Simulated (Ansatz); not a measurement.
**Ag3AuSe2 (I4_132): band gap by G0W0 on HSE06**

Aim: the quasiparticle gap of Ag3AuSe2 (I4_132), starting from HSE06.

Calculated with Ansatz 0.2.0; HSE06, then G0W0 on it, plane waves, PAW.

In doubt: masses and optical values from hybrid runs of this build are listed as unsure (step 3), which bears on the screening that GW takes from such a start; one-shot GW on d or f shells is unsure (step 3), so the values of those runs are not to be relied on.

## (1) Starting point

Symmetry: I4_132, No. 214, cubic system. Conventional cell: a = 9.950 Å, b = 9.950 Å, c = 9.950 Å, α = 90.00°, β = 90.00°, γ = 90.00°. Nearest to Ag lie 4 Se at 2.74 to 2.87 Å and 2 Au at 3.01 Å and 2 Ag at 3.01 Å. Nearest to Se lie 1 Au at 2.48 Å and 6 Ag at 2.74 to 2.87 Å. Au has 2 Se at 2.48 Å nearest. Farther neighbours and most contacts between anions are not listed.

Geometry: measured cell, ions relaxed with r2SCAN. The runs that relaxed it are not among those shown. Spin-orbit coupling is left out unless a step names it. The default PAW set here is soft_2. Its files were made with PBE.

## (2) The starting point: HSE06

HSE06 mixes in a quarter of exact exchange at short range.

This step: DFT, HSE06, plane waves, PAW.

input.yaml

```yaml
crystal:
  lattice:
    - [-4.975, 4.975, 4.975]
    - [4.975, -4.975, 4.975]
    - [4.975, 4.975, -4.975]
  atoms:
    - { symbol: Ag, position: [0.25, 0.6207106707, 0.3707106707] }
    - { symbol: Ag, position: [0.6207106707, 0.75, 0.3707106707] }
    - { symbol: Ag, position: [0.75, 0.8792893293, 0.1292893293] }
    - { symbol: Ag, position: [0.8792893293, 0.25, 0.1292893293] }
    - { symbol: Ag, position: [0.3707106707, 0.25, 0.6207106707] }
    - { symbol: Ag, position: [0.3707106707, 0.6207106707, 0.75] }
    - { symbol: Ag, position: [0.1292893293, 0.75, 0.8792893293] }
    - { symbol: Ag, position: [0.1292893293, 0.8792893293, 0.25] }
    - { symbol: Ag, position: [0.25, 0.1292893293, 0.8792893293] }
    - { symbol: Ag, position: [0.6207106707, 0.3707106707, 0.25] }
    - { symbol: Ag, position: [0.75, 0.3707106707, 0.6207106707] }
    - { symbol: Ag, position: [0.8792893293, 0.1292893293, 0.75] }
    - { symbol: Se, position: [0.5378148057, 0.5378148057, 0.5378148057] }
    - { symbol: Se, position: [0.5378148057, 0.5, 0.0] }
    - { symbol: Se, position: [0.5, 0.0, 0.9621851943] }
    - { symbol: Se, position: [0.0, 0.5378148057, 0.5] }
    - { symbol: Se, position: [0.9621851943, 0.5, 0.0] }
    - { symbol: Se, position: [0.9621851943, 0.9621851943, 0.9621851943] }
    - { symbol: Se, position: [0.0, 0.9621851943, 0.5] }
    - { symbol: Se, position: [0.5, 0.0, 0.5378148057] }
    - { symbol: Au, position: [0.25, 0.25, 0.25] }
    - { symbol: Au, position: [0.25, 0.5, 0.0] }
    - { symbol: Au, position: [0.5, 0.0, 0.25] }
    - { symbol: Au, position: [0.0, 0.25, 0.5] }
kpoints:
  mp_grid: { grid: [2, 2, 2] }
  band_path:
    path:
      - [0.0, 0.0, 0.0]
      - [0.5, -0.5, 0.5]
      - [0.0, 0.0, 0.5]
      - [0.25, 0.25, 0.25]
    npoints: 1
hamiltonian:
  xc: hse06
scf:
  occupations: { method: fixed }
  n_extra_bands: 12
output:
  eigenvalues: true
```

Launch:

```console
$ ansatz run input.yaml --threads 16 --pin off --max-ram 82944MiB --backend cuda --events-out ev --progress --plain --runs-dir out --devices 1 --max-vram 78GiB
```

Numbers of over 12 decimals in the logs are rounded to 6 here.

Output:

```text
scf.n_extra_bands = 12 over 216 filled bands (N_el = 432.0): the run solves 228 bands
GPUs: using 1 of 1 available (devices: 1).
Engine: ansatz 0.2.0, aarch64-unknown-linux-gnu
Pseudopotentials: kind: paw
Pseudopotential: Ag, paw, valence charge 19, recommended cutoff 420 eV (normal), Ag.paw.azcp
Pseudopotential: Se, paw, valence charge 16, recommended cutoff 420 eV (normal), Se.paw.azcp
Pseudopotential: Au, paw, valence charge 19, recommended cutoff 420 eV (normal), Au.paw.azcp
Functional definition: HSE06
  parameter a = 0.25
  parameter omega = 0.11/bohr
  exchange = pbe_x - a*pbe_x_sr(omega) + a*exact_x_sr(omega)
  correlation = pbe_c
davidson cushion auto → on  (no smearing: the cushion is to keep the highest requested band from converging to the state above it; pin scf.eigensolver.cushion to override)
[...]
Crystal: 24 atoms, lattice volume = 492.537 Å³
Basis set: ecut = 420 eV, 9693 PW (Γ)
Bands: 228, of which v1, the nominal top of the filled ones, is band 216 counted from 1 (215 counted from 0)
Symmetry: 24 space group operations
Space group: I4132 (ITA 214), of the structure as read, at distance tolerance 7.9e-5 Å
k-points: 3 of 8
Non-local potential: Ag, projectors of the file, l = 0: 3, l = 1: 2, l = 2: 2, l = 3: 1
Non-local potential: Se, projectors of the file, l = 0: 2, l = 1: 2, l = 2: 3, l = 3: 1
Non-local potential: Au, projectors of the file, l = 0: 3, l = 1: 2, l = 2: 2, l = 3: 1
PAW form: soft (Blöchl's): semilocal exchange-correlation on the pseudo side does not see the compensation charge
PAW frozen core: Ag, regenerated for the run's functional, and the local potential with it (the file was generated under x = pbe(κ = 0.804, μ = 0.219515), c = pbe(β = 0.066725))
PAW frozen core: Se, regenerated for the run's functional, and the local potential with it (the file was generated under x = pbe(κ = 0.804, μ = 0.219515), c = pbe(β = 0.066725))
PAW frozen core: Au, regenerated for the run's functional, and the local potential with it (the file was generated under x = pbe(κ = 0.804, μ = 0.219515), c = pbe(β = 0.066725))
PAW one-centre angular grid: Ag, 590 points (default); XC on 96 Gauss nodes
PAW one-centre angular grid: Se, 590 points (default); XC on 64 Gauss nodes
PAW one-centre angular grid: Au, 590 points (default); XC on 64 Gauss nodes
Initial density: superposition of atomic densities (neutral atoms: chi_scale 0, normalization atom), corrected by the library's trained network
Initial wavefunctions: pseudopotential atomic-orbital guess
[...]
Functional: x = pbe(κ = 0.804, μ = 0.219515), c = pbe(β = 0.066725), warm-up for x = pbe(κ = 0.804, μ = 0.219515) + 0.25 (exact − pbe) at short range (hse, ω = 0.207870 Å⁻¹), c = pbe(β = 0.066725); HSE06 as pw.x's `hse` composes it (authors' and Libxc's form: `xc: wpbeh`)
SCF iter   1: F=—  HF=-187437.921033 eV  |F-HF|=—  |Δ(HF+E_count)|=         —  Δρ=2.59e-3  dr2=3.97e-2  ethr=1.77e-3  ⟨swp⟩=6.3  Hψ=2689  notcnv=0
preconditioner: auto → none  [insulator: Δε(μ)=0.066 eV  Ē_g=6.673 eV  n_scr=140 (ndim 8)  ℏωp=25.0 eV  f_vac=0.058]
SCF iter   2: F=—  HF=-187437.925875 eV  |F-HF|=—  |Δ(HF+E_count)|=   4.84e-3  Δρ=1.80e-3  dr2=4.49e-2  ethr=9.20e-6  ⟨swp⟩=4.0  Hψ=2037  notcnv=0
[...]
SCF iter   7: F=-187437.918347 eV  HF=-187437.918346 eV  |F-HF|=2.59e-7  |Δ(HF+E_count)|=   1.66e-6  Δρ=9.51e-6  dr2=2.20e-7  ethr=1.09e-9  ⟨swp⟩=3.0  Hψ=1856  notcnv=0
SCF 1 stopped early in 7 iterations: F = -187437.918347 eV  dr2 = 2.20e-7
  greatest PAW one-centre occupation: 1.000 electrons in one spin orbital (limit 2), on the Au atom at site 23 (counted from 0), in its partial waves of l = 0
[...]
hybrid outer 1: dexx = +1.992e-1 eV, tail = 9.42e-4 eV
[...]
SCF 3 converged in 5 iterations: F = -187502.259023 eV  dr2 = 7.24e-8
hybrid outer 2: dexx = +1.880e-5 eV, tail = 5.43e-7 eV, Δε = 2.03e-3 eV (about 6.42e-5 eV left of the loop's levels)
[...]
k-point 1: bands = ["-97.0852", "-97.0852", "-97.0852", "-97.0851", "-83.4898", "-83.4896", "-83.4889", "-83.4888", "-83.4884", "-83.4879", "-83.4871", "-83.4866", "-83.4862", "-83.4861", "-83.4853", "-83.4852", "-47.4686", "-47.4686", "-47.4686", "-47.4685", "-47.2104", "-47.2104", "-47.2094", "-47.2077", "-47.2051", "-47.2035", "-47.2025", "-47.2025", "-45.7163", "-45.7135", "-45.7120", "-45.7119", "-45.7114", "- [...]
  k-point 2: bands = ["-97.0852", "-97.0852", "-97.0852", "-97.0851", "-83.4893", "-83.4893", "-83.4893", "-83.4888", "-83.4888", "-83.4888", "-83.4862", "-83.4862", "-83.4862", "-83.4857", "-83.4857", "-83.4857", "-47.4686", "-47.4685", "-47.4685", "-47.4685", "-47.2104", "-47.2104", "-47.2104", "-47.2052", "-47.2052", "-47.2052", "-47.2025", "-47.2025", "-45.7170", "-45.7170", "-45.7161", "-45.7053", "-45.7051", "- [...]
```

It took 18 s on 1 × NVIDIA GB200 (shared by 2 runs) with 16 threads of Arm Neoverse V2, shared host; peak memory 2.7 GiB.

This step gave:

```
gap                     : 0.9514 eV
valence top at          : Γ
conduction bottom at    : Γ
least direct gap        : 0.9514 eV
exact-exchange fraction : 0.25
```

Over mesh and listed points the gap is 0.951 eV, direct, at k = Γ.

## (3) The quasiparticle correction

G0W0 replaces the xc potential by a self-energy built once from the orbitals of the start. Levels are corrected in the window of bands that the input names, at points of the mesh.

This step: G0W0 on HSE06, plane waves, PAW.

input.yaml, as its differences from that of step 2:

```diff
@@ -32,15 +32,12 @@
   mp_grid: { grid: [2, 2, 2] }
-  band_path:
-    path:
-      - [0.0, 0.0, 0.0]
-      - [0.5, -0.5, 0.5]
-      - [0.0, 0.0, 0.5]
-      - [0.25, 0.25, 0.25]
-    npoints: 1
 hamiltonian:
   xc: hse06
+  pseudopotentials: { kind: paw, source: ansatz }
 scf:
   occupations: { method: fixed }
-  n_extra_bands: 12
-output:
-  eigenvalues: true
+gw:
+  n_empty_bands: 1470
+  ecut_chi: 120.0
+  qp_bands: [v4, c4]
+  qp_kpoints: band_edges
+  screening: { model: contour_deformation }
```

Output:

```text
GPUs: using 1 of 1 available (devices: 1).
[...]
Crystal: 24 atoms, lattice volume = 492.537 Å³
Basis set: ecut = 617 eV, 17309 PW (Γ)
Bands: 260, of which v1, the nominal top of the filled ones, is band 216 counted from 1 (215 counted from 0)
Symmetry: 24 space group operations
[...]
k-points: 3 of 8
[...]
SCF iter   1: F=—  HF=-187763.269118 eV  |F-HF|=—  |Δ(HF+E_count)|=         —  Δρ=1.07e-1  dr2=1.21e2  ethr=1.00e-1  ⟨swp⟩=7.7  Hψ=2300  notcnv=0
[...]
SCF iter   2: F=—  HF=-187796.563014 eV  |F-HF|=—  |Δ(HF+E_count)|=    3.33e1  Δρ=1.20e-1  dr2=2.25e2  ethr=2.79e-2  ⟨swp⟩=4.0  Hψ=2245  notcnv=0
[...]
SCF iter  11: F=-187744.529221 eV  HF=-187744.529221 eV  |F-HF|=5.96e-8  |Δ(HF+E_count)|=   2.46e-8  Δρ=3.92e-6  dr2=7.94e-8  ethr=1.29e-10  ⟨swp⟩=4.0  Hψ=2283  notcnv=0
SCF 1 converged in 11 iterations: F = -187744.529221 eV  dr2 = 7.94e-8
[...]
Exchange kernel: α = 0.2500, screened, ω = 0.2079 Å⁻¹, Wigner–Seitz truncation, v(0) = 1037.7110 eV·Å³, q-mesh 2×2×2, nearest image of the exchange supercell L = 17.23 Å, pair-density grid 48×48×48, without the augmentation charges, whose exchange is taken in its separable form by FFT convolution over the k-point mesh (sized by the pseudopotential files, 60×60×60 at the most), smooth part of the exact exchange by density-matrix convolution in up to 11.30 GiB of GPU memory as planned if the GPU has room (build and FFT work areas not counted)
[...]
hybrid outer 1: dexx = +1.591e-1 eV, tail = 3.22e-4 eV
[...]
SCF 3 converged in 5 iterations: F = -187806.736023 eV  dr2 = 1.58e-8
[...]
guard bands above this table: 24 of the run's 260 bands. The solve was not asked for them (output.publish_guard_bands: true or output.eigenvalues: true publishes all)
--- G₀W₀: contour deformation, 7 samples at zero and on the imaginary axis and 2 off it, 8 q-points, 1470 empty bands' worth ---
  eigenvalues of the whole cell's RPA ε∞ on this k-mesh (on a slab, of 1 + 4πα/V) = 13.5750, 13.5750, 13.5750; static W/v taken at q = 0 is 0.073665
  bands read: the sum over 1686 bands ends inside a degenerate multiplet in 2 slots, whose members it reads at an even weight; the widest, k=2: bands 1686 to 1688 (counted from 1) at 1/3 each
  gw.qp_kpoints: band_edges: 3 of 3 stored k-points solved, in 1 pass; an edge of the gap read off the rows below is read off those points alone
    ik  band        ε_KS         Σx   Σc(E_QP)       V_xc       Z   E_QP_lin       E_QP  E_QP is
     0   213     13.1360   -23.5245     2.3053   -21.3127  0.7693    13.2293    13.2295  root
     0   214     13.1360   -23.5245     2.3053   -21.3127  0.7693    13.2293    13.2295  root
     0   215     13.4328   -23.5345     2.2480   -21.3719  0.7716    13.5181    13.5183  root
     0   216     13.4328   -23.5345     2.2480   -21.3719  0.7716    13.5181    13.5183  root
     0   217     14.3878   -12.7794    -3.4596   -16.2358  0.7944    14.3846    14.3846  root
     0   218     14.6651   -10.2723    -3.2402   -13.4387  0.8009    14.5914    14.5913  root
     0   219     14.6651   -10.2723    -3.2402   -13.4387  0.8009    14.5914    14.5913  root
     0   220     15.1497   -11.3241    -3.6593   -14.9372  0.7967    15.1035    15.1035  root
     1   213     12.8524   -23.2087     2.3679   -20.9216  0.7672    12.9331    12.9333  root
     1   214     12.9621   -23.5557     2.3289   -21.3143  0.7690    13.0494    13.0497  root
     1   215     13.1519   -24.1699     2.2823   -21.9885  0.7714    13.2526    13.2529  root
     1   216     13.3753   -23.4967     2.2118   -21.3735  0.7718    13.4637    13.4639  root
     1   217     15.2295   -11.2171    -3.6109   -14.7826  0.7935    15.1842    15.1841  root
     1   218     15.7806   -12.0706    -3.2954   -15.3463  0.7912    15.7609    15.7609  root
     1   219     16.2311   -10.9699    -3.7488   -14.6694  0.7906    16.1819    16.1818  root
     1   220     16.2813   -10.7850    -3.6292   -14.3545  0.7895    16.2216    16.2215  root
     2   213     12.5966   -25.2730     2.2777   -23.0888  0.7723    12.6899    12.6901  root
     2   214     12.6254   -25.4176     2.6256   -22.9240  0.7658    12.7569    12.7573  root
     2   215     12.6254   -25.4176     2.6256   -22.9240  0.7658    12.7569    12.7573  root
     2   216     12.6254   -25.4176     2.6256   -22.9240  0.7658    12.7569    12.7573  root
     2   217     15.9923   -10.5289    -3.5270   -13.9933  0.7935    15.9298    15.9297  root
     2   218     15.9923   -10.5289    -3.5270   -13.9933  0.7935    15.9298    15.9297  root
     2   219     15.9923   -10.5289    -3.5270   -13.9933  0.7935    15.9298    15.9297  root
     2   220     16.6274   -11.7706    -3.6610   -15.3978  0.7854    16.5936    16.5935  root
```

Elapsed: 2.8 min, on 1 × NVIDIA GB200 (shared by 2 runs) with 16 threads; peak memory 6.4 GiB.

This step gave:

```yaml
bands_summed: 1686
rpa_eps_infinity_on_this_mesh_eigenvalues: 13.57, 13.57, 13.57
plane_waves_in_the_screening_matrix: 1481
q_points_in_the_mesh: 8
g0w0_gap_over_the_corrected_points: 0.8662 eV
k_of_the_valence_top: 0, 0, 0
k_of_the_conduction_bottom: 0, 0, 0
starting_gap_on_the_mesh: 0.9549 eV
z_at_the_valence_top: 0.7716
z_at_the_conduction_bottom: 0.7944
least_direct_g0w0_gap_over_the_corrected_points: 0.8662 eV
```

Over all 3 irreducible mesh points the G0W0 gap is 0.866 eV, direct, at k = Γ. The HSE06 gap of this run on the mesh is 0.955 eV. The two states that bound the G0W0 gap lie that far apart at the start, so the correction of the gap is 0.866 − 0.955 = −0.089 eV. The start of this run differs from the step before in files (soft_2 PAW and hard PAW) and plane-wave cutoff (420 eV and 617 eV). The program's warnings for this run: metallic iterate.

Labels follow the order of the start: v1 is the top filled band, c1 the lowest empty one; levels that stay degenerate share a row, the window can cut a multiplet, doubted levels are not marked in this list, bands outside the window were not corrected, and the list may be a part of the corrected levels. The levels before and after the correction (eV, zero at the valence-band top of each column):

|  | conduction bottom | valence top |
| --- | --- | --- |
| HSE06 | 0.95 | 0.00 |
| G0W0 | 0.87 | 0.00 |

|  | level | occupation | energy (eV) |
| --- | --- | --- | --- |
| HSE06 | Γ v4-v3 | 2 | -0.297 |
| HSE06 | Γ v2-v1 | 2 | 0.000 |
| HSE06 | Γ c1 | 0 | 0.955 |
| HSE06 | Γ c2-c3 | 0 | 1.232 |
| HSE06 | Γ c4 | 0 | 1.717 |
| G0W0 | Γ v4-v3 | 2 | -0.289 |
| G0W0 | Γ v2-v1 | 2 | 0.000 |
| G0W0 | Γ c1 | 0 | 0.866 |
| G0W0 | Γ c2-c3 | 0 | 1.073 |
| G0W0 | Γ c4 | 0 | 1.585 |

The parts of the quasiparticle energy for the two states that bound the G0W0 gap, in eV on the run's own scale (QP = start + Σx + Σc − Vxc, with Σc at the quasiparticle energy):

| edge | k | band | start | Σx | Σc | Vxc | Z | QP |
| --- | --- | --- | --- | --- | --- | --- | --- | --- |
| valence top | Γ | 215 | 13.433 | −23.535 | 2.248 | −21.372 | 0.772 | 13.518 |
| conduction bottom | Γ | 217 | 14.388 | −12.779 | −3.460 | −16.236 | 0.794 | 14.385 |

For a hybrid start, Vxc holds its share of exact exchange.

(Continued in part 2 of 2.)

[Paths, hosts, dates, memory and timing lines, banners, echoed tables and standing remarks are left out of the program output.]

[Logs are printed without paths, hosts, clocks, repeated set-up lines and the standing remarks that a program may print on its own settings, such as how far it seeks lower states.]

[Runs of the session that timed out or met a known fault of the program may be left out.]

[Cells called generated may have been cut or substituted from an entry of the Crystallography Open Database or the Materials Project.]

[Hosts, paths, dates, database ids (printed as entryN), source tags and the programs' standing remarks are cut or masked in the printed files.]

[Where an RPA ε∞ is given, it is that of the G0W0 mesh and is not shown converged in it. Names of k-points follow the symmetry that the program found, which can be lower than the space group named. Band edges on a path are those of the sampled points; other points can move an edge, and change direct to indirect where valleys lie close.]

[Hybrid gaps are those of their k-mesh and are not shown converged in it.]
